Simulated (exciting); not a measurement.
**Core excitons at the N K edge of BN (Qingsongite)**

How far do the exchange and direct terms reshape the N K edge of BN (Qingsongite)?

Main program and level: exciting sodium; X-ray absorption, core-level Bethe-Salpeter equation, exchange and statically screened direct term, Tamm-Dancoff, all-electron LAPW+lo PBE.

## Step 1: Starting point

It takes space group F-43m (No. 216, cubic). Conventional cell: a = 3.615 Å, b = 3.615 Å, c = 3.615 Å, α = 90.00°, β = 90.00°, γ = 90.00°. N has 4 B at 1.57 Å nearest. B has 4 N at 1.57 Å nearest. Farther neighbours and most contacts between anions are not listed.

Coordinates:

```
N B
1.0
     0.00000    1.80750    1.80750
     1.80750    0.00000    1.80750
     1.80750    1.80750    0.00000
N B
1 1
Direct
  0.75000 0.75000 0.75000
  0.00000 0.00000 0.00000
```

Differences between curves are given as r.m.s. difference over r.m.s. height.

## Step 2: The self-consistent potential

The species files are the program's own, with muffin-tin radii set in the input.

The input, input.xml:

```
<input>
  <title>BN</title>
  <structure speciespath="." autormt="false" epslat="1.0e-5">
    <crystal>
      <basevect>0.0000000000 3.4156799696 3.4156799696</basevect>
      <basevect>3.4156799696 0.0000000000 3.4156799696</basevect>
      <basevect>3.4156799696 3.4156799696 0.0000000000</basevect>
    </crystal>
    <species speciesfile="N.xml" rmt="1.435">
      <atom coord="0.7500000000 0.7500000000 0.7500000000"/>
    </species>
    <species speciesfile="B.xml" rmt="1.435">
      <atom coord="0.0000000000 0.0000000000 0.0000000000"/>
    </species>
  </structure>
  <groundstate do="fromscratch" xctype="GGA_PBE" ngridk="7 7 7" rgkmax="7" gmaxvr="14" nempty="8" swidth="0.001" maxscl="100" epsengy="1e-5"/>
</input>
```

Launch:

```sh
> OMP_NUM_THREADS=1 mpirun -n 4 exciting
```

Numbers of over 12 decimals in the logs are rounded to 6 here.

Log:

```text
EXCITING SODIUM started
********************************************************************************
* Ground-state run starting from atomic densities                              *
********************************************************************************
+ Starting initialization                                                      +
 Lattice vectors (cartesian) :
      0.0000000000      3.4156799696      3.4156799696
      3.4156799696      0.0000000000      3.4156799696
      3.4156799696      3.4156799696      0.0000000000
 Reciprocal lattice vectors (cartesian) :
     -0.9197561486      0.9197561486      0.9197561486
      0.9197561486     -0.9197561486      0.9197561486
      0.9197561486      0.9197561486     -0.9197561486
 Unit cell volume                           :      79.7005859752
 Brillouin zone volume                      :       3.1122759062
 Species :    1 (N)
     parameters loaded from                 :    N.xml
     name                                   :    nitrogen
     nuclear charge                         :      -7.00000000
     electronic charge                      :       7.00000000
     atomic mass                            :   25532.72506000
     muffin-tin radius                      :       1.43500000
     # of radial points in muffin-tin       :     250
     atomic positions (lattice) :
       1 :   0.00000000  0.00000000  0.00000000
 Species :    2 (B)
     parameters loaded from                 :    B.xml
     name                                   :    boron
     nuclear charge                         :      -5.00000000
     electronic charge                      :       5.00000000
     atomic mass                            :   19707.24741000
     muffin-tin radius                      :       1.43500000
     # of radial points in muffin-tin       :     250
     atomic positions (lattice) :
       1 :   0.25000000  0.25000000  0.25000000
 Total number of atoms per unit cell        :       2
 Spin treatment                             :    spin-unpolarised
 Number of Bravais lattice symmetries       :      48
 Number of crystal symmetries               :      24
 k-point grid                               :       7    7    7
 Total number of k-points                   :      30
 k-point set is reduced with crystal symmetries
 R^MT_min * |G+k|_max (rgkmax)              :       7.00000000
 Species with R^MT_min                      :       1 (N)
 Maximum |G+k| for APW functions            :       4.87804878
 Maximum |G| for potential and density      :      14.00000000
 G-vector grid sizes                        :      24    24    24
 Total number of G-vectors                  :    3695
 Maximum angular momentum used for
     APW functions                          :       8
     computing H and O matrix elements      :       8
     potential and density                  :       8
     inner part of muffin-tin               :       2
 Total nuclear charge                       :     -12.00000000
 Total electronic charge                    :      12.00000000
 Total core charge                          :       4.00000000
 Total valence charge                       :       8.00000000
 Number of empty states                     :       8
 Total number of valence states             :      13
 Maximum Hamiltonian size                   :     177
 Maximum number of plane-waves              :     169
 Total number of local-orbitals             :       8
 Exchange-correlation type                  :      20
     Perdew-Burke-Ernzerhof, Phys. Rev. Lett. 77, 3865 (1996)
     Generalised gradient approximation (GGA)
 Smearing scheme                            :    Gaussian
 Smearing width                             :       0.00100000
 Using multisecant Broyden potential mixing
+ Ending initialization                                                        +
********************************************************************************
* Groundstate module started                                                   *
********************************************************************************
 Output level for this task is set to normal
+ Self-consistent loop started                                                 +
 Density and potential initialised from atomic data
+ SCF iteration number :    1                                                  +
 Total energy                               :       -81.33570000
 _______________________________________________________________
 Fermi energy                               :         0.38918533
 Kinetic energy                             :        78.75969324
 Coulomb energy                             :      -148.91824801
 Exchange energy                            :       -10.75059520
 Correlation energy                         :        -0.42655003
 DOS at Fermi energy (states/Ha/cell)       :         0.00000000
 Electron charges :
     core                                   :         4.00000000
     core leakage                           :         0.00085261
     valence                                :         8.00000000
     interstitial                           :         2.89419305
     charge in muffin-tin spheres :
                  atom     1     N          :         5.95070469
                  atom     2     B          :         3.15510227
     total charge in muffin-tins            :         9.10580695
     total charge                           :        12.00000000
 Estimated fundamental gap                  :         0.23485637
        valence-band maximum at    1      0.0000  0.0000  0.0000
     conduction-band minimum at   19      0.4286  0.4286  0.0000
[... further iterations ...]
| Convergence targets achieved. Performing final SCF iteration                 +
 Total energy                               :       -79.69691776
 _______________________________________________________________
 Fermi energy                               :         0.43364777
 Kinetic energy                             :        79.42680846
 Coulomb energy                             :      -148.08550241
 Exchange energy                            :       -10.60463499
 Correlation energy                         :        -0.43358882
 DOS at Fermi energy (states/Ha/cell)       :         0.00000000
 Electron charges :
     core                                   :         4.00000000
     core leakage                           :         0.00085955
     valence                                :         8.00000000
     interstitial                           :         3.10066453
     charge in muffin-tin spheres :
                  atom     1     N          :         5.63229116
                  atom     2     B          :         3.26704432
     total charge in muffin-tins            :         8.89933547
     total charge                           :        12.00000000
 Estimated fundamental gap                  :         0.17385860
        valence-band maximum at    1      0.0000  0.0000  0.0000
     conduction-band minimum at   19      0.4286  0.4286  0.0000
+ Self-consistent loop stopped                                                 +
 STATE.OUT is written
********************************************************************************
* Groundstate module stopped                                                   *
********************************************************************************
 Total time spent (seconds)                 :         7.26
| EXCITING SODIUM stopped                                                      =
```

The job ended after 9 s (4 MPI ranks of Arm Neoverse V1, shared host).

The mesh shows a gap of 4.73 eV. Core levels (Dirac, from the valence top):

| atom | level | energy (eV) |
| --- | --- | --- |
| N | 1s1/2 | -375.2 |
| B | 1s1/2 | -172.6 |

## Step 3: A richer basis for the empty states

Each species file gets more local orbitals, built from u and its energy derivative at 0.15 Ha and u at 0.9 Ha.

input.xml is that of step 2.

The input, SPECIES.xml, added lines:

```
<lo l="L">  <!-- L = 0, 1, 2 -->
  <wf matchingOrder="0" trialEnergy="0.1500" searchE="false"/>
  <wf matchingOrder="1" trialEnergy="0.1500" searchE="false"/>
  <wf matchingOrder="0" trialEnergy="0.9000" searchE="false"/>
</lo>
```

Launch:

```sh
> OMP_NUM_THREADS=1 mpirun -n 4 exciting
```

Log:

```text
EXCITING SODIUM started
********************************************************************************
* Ground-state run starting from atomic densities                              *
********************************************************************************
+ Starting initialization                                                      +
[... lattice and species ...]
 Spin treatment                             :    spin-unpolarised
 Number of Bravais lattice symmetries       :      48
[...]
valence-band maximum at    1      0.0000  0.0000  0.0000
     conduction-band minimum at   19      0.4286  0.4286  0.0000
+ Self-consistent loop stopped                                                 +
 STATE.OUT is written
********************************************************************************
* Groundstate module stopped                                                   *
********************************************************************************
 Total time spent (seconds)                 :         7.96
| EXCITING SODIUM stopped                                                      =
[key lines of the parts left out:]
Total energy                               :       -79.69709179
Fermi energy                               :         0.43399005
```

Wall time 9 s (4 MPI ranks).

Against the first ground state the total energy moves by -2 meV an atom and the gap by 0.00 eV.

## Step 4: Screening, kernels and BSE for N atom 1

The absorber has 4 B at 1.57 Å (tetrahedral, site symmetry -43m).

Edit input.xml of step 3 so:

```diff
@@ -15,3 +15,20 @@
   </structure>
-  <groundstate do="fromscratch" xctype="GGA_PBE" ngridk="7 7 7" rgkmax="7" gmaxvr="14" nempty="8" swidth="0.001" maxscl="100" epsengy="1e-5"/>
+  <groundstate do="skip" xctype="GGA_PBE" ngridk="7 7 7" rgkmax="7" gmaxvr="14" nempty="8" swidth="0.001" maxscl="100" epsengy="1e-5"/>
+  <xs xstype="BSE" ngridk="6 6 6" ngridq="6 6 6" vkloff="0.097 0.273 0.493" rgkmax="7" nempty="12" gqmax="3" lmaxapwwf="5" lmaxemat="2" broad="0.01654" tevout="true">
+    <energywindow intv="13.520 15.137" points="439"/>
+    <screening screentype="full" nempty="25"/>
+    <BSE xas="true" xasspecies="1" xasatom="1" xasedge="K" bsetype="singlet" nstlxas="1 8"/>
+    <qpointset>
+      <qpoint>0 0 0</qpoint>
+    </qpointset>
+    <plan>
+      <doonly task="xsgeneigvec"/>
+      <doonly task="writepmatxs"/>
+      <doonly task="scrgeneigvec"/>
+      <doonly task="scrwritepmat"/>
+      <doonly task="screen"/>
+      <doonly task="scrcoulint"/>
+      <doonly task="exccoulint"/>
+    </plan>
+  </xs>
 </input>
```

The input, input.xml for the last start (plan only):

```
  <plan>
    <doonly task="bse"/>
  </plan>
```

Launch:

```sh
> OMP_NUM_THREADS=1 mpirun -n 4 exciting
> OMP_NUM_THREADS=4 exciting
```

Log:

```text
| EXCITING SODIUM started for task xsgeneigvec ( 301)                          =
One-shot GS runs for BSE calculations
One-shot GS runs for k+qmt/2 grids
Info(xsgeneigvec): Generating eigenvectors for Q-point      1
Info(xsgeneigvec): Generation of eigenvectors finished
| EXCITING SODIUM started for task writepmatxs ( 320)                          =
Info(writepmatxs): Momentum matrix elements finished
| EXCITING SODIUM started for task scrgeneigvec ( 401)                         =
One-shot GS runs for BSE calculations
One-shot GS runs for k+qmt/2 grids
Info(xsgeneigvec): Generating eigenvectors for Q-point      1
Using screening GS parameters.
Info(xsgeneigvec): Generation of eigenvectors finished
| EXCITING SODIUM started for task scrwritepmat ( 420)                         =
Info(writepmatxs): Momentum matrix elements finished
Info(scrwritepmat): Momentum matrix elements for screening finished
| EXCITING SODIUM started for task screen ( 430)                               =
Info(screenlauncher): Calculating screening for unshifted q-grid.
Info(screenlauncher): Number of q points:      22
Info(screenlauncher): lowest (partially)  unoccupied state:      5
Info(screenlauncher): highest (partially) occupied state  :      4
Info(screenlauncher): number of occupied states considered:    4
Info(screenlauncher): number of unoccupied states considered:   26
Info(screenlauncher): Starting loop over q-points
Info(screenlauncher): Screening for unshifted q-grid finished
Info(screenlauncher): Screening finished
| EXCITING SODIUM started for task scrcoulint ( 440)                           =
Info(scrcoulintlauncher): Setting up screened Coulomb interaction matrix W.
Info(scrcoulintlauncher): Using momentum transfer vectors from list :   1 to  1
Info(scrcoulintlauncher): Calculating screened Coulomb interaction matrix W
Info(scrcoulintlauncher): Momentum transfer list index: iqmt=  1
Info(scrcoulintlauncher): Momentum transfer: vqmtl=   0.000   0.000   0.000
Info(scrcoulintlauncher): Calculating RR block of W
Info(scrcoulint): Inspecting occupations...
Info(setranges_modxs): Number of non-reduced k-points:      216
Info(setranges_modxs): Number of states considered:       17
Info(setranges_modxs): Number of (partially) occupied states:        2
Info(setranges_modxs): Highest (partially) occupied states:        4
Info(setranges_modxs): Number of (partially) unoccupied states:       13
Info(setranges_modxs): Lowest (partially) unoccupied states:        5
Info(scrcoulint): Selecting transitions...
Info(select_transitions): Inspecting transitions in the  band interval:
  lowest occupied state:   1
  highest occupied state:   2
  lowest unoccupied state:   5
  highest unoccupied state:  12
  Opening gap with a scissor of:      0.000/H      0.000/eV
Info(select_transitions): Number of participating transitions:    3456
Info(scrcoulint): Size of file SCCLI will be about     0.089401 GB
Info(scrcoulint): Using q-grid
Info(scrcoulint): Number of reduced q-points:     22
Info(scrcoulint): Number of non-reduced q-points:    216
Info(scrcoulint): Calculating W(G1,G2,qr) fourier coefficients
Info(scrcoulint): Calculating W matrix elements
Info(scrcoulintlauncher): Screened coulomb interaction finished for iqmt=   1
| EXCITING SODIUM started for task exccoulint ( 441)                           =
Info(exccoulintlauncher): Setting up exchange interaction matrix V.
Info(exccoulintlauncher): Using momentum transfer vectors from list :   1 to  1
Info(exccoulintlauncher):Calculating exchange interaction matrix V
Info(exccoulintlauncher): Momentum transfer list index: iqmt=  1
Info(exccoulintlauncher): Momentum transfer: vqmtl=   0.000   0.000   0.000
Info(exccoulintlauncher): Calculating RR block of V
Info(exccoulint): Inspecting occupations...
Info(setranges_modxs): Number of non-reduced k-points:      216
Info(setranges_modxs): Number of states considered:       17
Info(setranges_modxs): Number of (partially) occupied states:        2
Info(setranges_modxs): Highest (partially) occupied states:        4
Info(setranges_modxs): Number of (partially) unoccupied states:       13
Info(setranges_modxs): Lowest (partially) unoccupied states:        5
Info(exccoulint): Selecting transitions...
Info(select_transitions): Inspecting transitions in the  band interval:
  lowest occupied state:   1
  highest occupied state:   2
  lowest unoccupied state:   5
  highest unoccupied state:  12
  Opening gap with a scissor of:      0.000/H      0.000/eV
Info(select_transitions): Number of participating transitions:    3456
Info(exccoulint): Size of file EXCLI will be about     0.089401 GB
Info(exccoulint): Generating plane wave matrix elements for momentum transfer iqmt=   1
  Timing (in seconds)	   :      40.633
Info(exccoulint): Generating V matrix elements
Info(exccoulint): Zeroing Coulomb potential at G+qmt index:  1
Info(exccoulintlauncher): Exchange interaction finished for iqmt=   1
| EXCITING SODIUM started for task bse ( 445)                                  =
Info(bselauncher): Init time:    0.205991
Info(bselauncher): Setting up and diagonalizing BSE Hamiltonian.
Info(bselauncher): Using momentum transfer vectors from list :   1 to  1
Info(bselauncher): Distributing qmt-points over   1 processes.
Info(bselauncher): BSE type: singlet
Info(bselauncher): Momentum transfer list index: iqmt=  1
Info(bselauncher): Momentum transfer: vqmtl=   0.000   0.000   0.000
Info(bse): Inspecting occupations...
Info(setranges_modxs): Number of non-reduced k-points:      216
Info(setranges_modxs): Number of states considered:       17
Info(setranges_modxs): Number of (partially) occupied states:        2
Info(setranges_modxs): Highest (partially) occupied states:        4
Info(setranges_modxs): Number of (partially) unoccupied states:       13
Info(setranges_modxs): Lowest (partially) unoccupied states:        5
Info(select_transitions): Inspecting transitions in the  band interval:
  lowest occupied state:   1
  highest occupied state:   2
  lowest unoccupied state:   5
  highest unoccupied state:  12
  Opening gap with a scissor of:      0.000/H      0.000/eV
Info(select_transitions): Number of participating transitions:    3456
Info(bse): Selecting transitions...
Info(bse):bsegap (eV):   379.930922
Info(bse): Assembling BSE matrix
  RR/RA blocks of global BSE-Hamiltonian:
  Size of the Hamiltonian:    3456
  Number of k-points:     216
  Distributing matrix to   1 processes
  Local matrix shape   3456 x  3456
Info(bse): max local RAM needed for BSE matrices ~     0.177979 GB
Info(setup_bse_block): Setting up RR part of hamiltonian
Info(setup_bse_block): Singlet spin state
Info(bse): Diagonalizing RR Hamiltonian (TDA)
Info(bse): Invoking Lapack routine ZHEEVR
      3456 eigen solutions found in the interval:
         i1=       1 i2=    3456
Info(bse): Writing excition energies and oscillator strengths to text file.
Info(makespectrum_dist): Making spectrum using formula for coupling with time reversed AR basis.
Info(makespectrum_dist): Using formalism for vanishing momentum transfer.
Info(writederived): Writing quantities derived from the macroscopic dielectric function.
Info(bselauncher): Spectrum finished for iqmt=  1
Info(bselauncher): All done for BSE type singlet
```

Elapsed: 3.7 min, on 4 MPI ranks.

Wall time by task: xsgeneigvec 2.3 s, writepmatxs 4.3 s, scrgeneigvec 2.1 s, scrwritepmat 1.4 s, screen 30 s, scrcoulint 1.9 min, exccoulint 42 s, bse 21 s.

The N K spectrum of N atom 1 (energy from the Kohn–Sham onset, core level to the lowest empty state found on the meshes used, 379.91 eV; the ground-state mesh sets it, and the shifted mesh has its lowest transition 0.02 eV above it; Im ε scaled to the maximum of the singlet run; cut below the end of the band set):

| E (eV) | Im ε |
| --- | --- |
| -3.0 | 0.02 |
| -2.5 | 0.03 |
| -2.0 | 0.03 |
| -1.5 | 0.04 |
| -1.0 | 0.06 |
| -0.5 | 0.08 |
| 0.0 | 0.14 |
| 0.5 | 0.24 |
| 1.0 | 0.38 |
| 1.5 | 0.62 |
| 2.0 | 0.81 |
| 2.5 | 0.96 |
| 3.0 | 0.96 |
| 3.5 | 0.83 |
| 4.0 | 0.70 |
| 4.5 | 0.62 |
| 5.0 | 0.62 |
| 5.5 | 0.64 |
| 6.0 | 0.63 |
| 6.5 | 0.57 |
| 7.0 | 0.51 |
| 7.5 | 0.45 |
| 8.0 | 0.40 |
| 8.5 | 0.34 |
| 9.0 | 0.29 |
| 9.5 | 0.24 |
| 10.0 | 0.22 |
| 10.5 | 0.18 |
| 11.0 | 0.17 |
| 11.5 | 0.16 |
| 12.0 | 0.19 |
| 12.5 | 0.29 |
| 13.0 | 0.33 |
| 13.5 | 0.25 |
| 14.0 | 0.18 |
| 14.5 | 0.13 |
| 15.0 | 0.09 |
| 15.5 | 0.06 |
| 16.0 | 0.05 |
| 16.5 | 0.05 |
| 17.0 | 0.04 |
| 17.5 | 0.04 |
| 18.0 | 0.04 |
| 18.5 | 0.04 |
| 19.0 | 0.06 |

Maxima (height): 2.7 eV (1.00), 5.7 eV (0.64) and 12.8 eV (0.34).

The Hamiltonian has 3456 rows. The lowest groups of eigenvalues and the brightest ones, on the scale above (the program counts from the shifted mesh's onset, 0.02 eV higher). Core spinors bring spin-forbidden partners, so dark means forbidden by spin or by symmetry, and the shifted mesh splits states that symmetry would keep together:

| energy (eV) | states within 10 meV | relative strength |
| --- | --- | --- |
| -0.617 | 2 | 0.0060 |
| -0.415 | 2 | 0.026 |
| -0.356 | 2 | 2.5e-4 |
| -0.156 | 2 | 0.0052 |
| -0.040 | 2 | 0.088 |
| 0.103 | 2 | 0.058 |
| 1.618 | 1 | 1.00 |
| 1.860 | 2 | 0.61 |
| 2.413 | 2 | 0.60 |
| 2.504 | 4 | 0.99 |
| 2.552 | 2 | 0.57 |
| 12.672 | 2 | 0.56 |
| 12.736 | 2 | 0.67 |

[end of part 1 of 2]

[Banner, clock and machine lines of the logs are left out without a mark of their own.]

[Logs are printed without paths, hosts, clocks, repeated set-up lines and the standing remarks that a program may print on its own settings, such as how far it seeks lower states.]

[Hosts, paths, dates, database ids (printed as entryN), source tags and the programs' standing remarks are cut or masked in the printed files.]
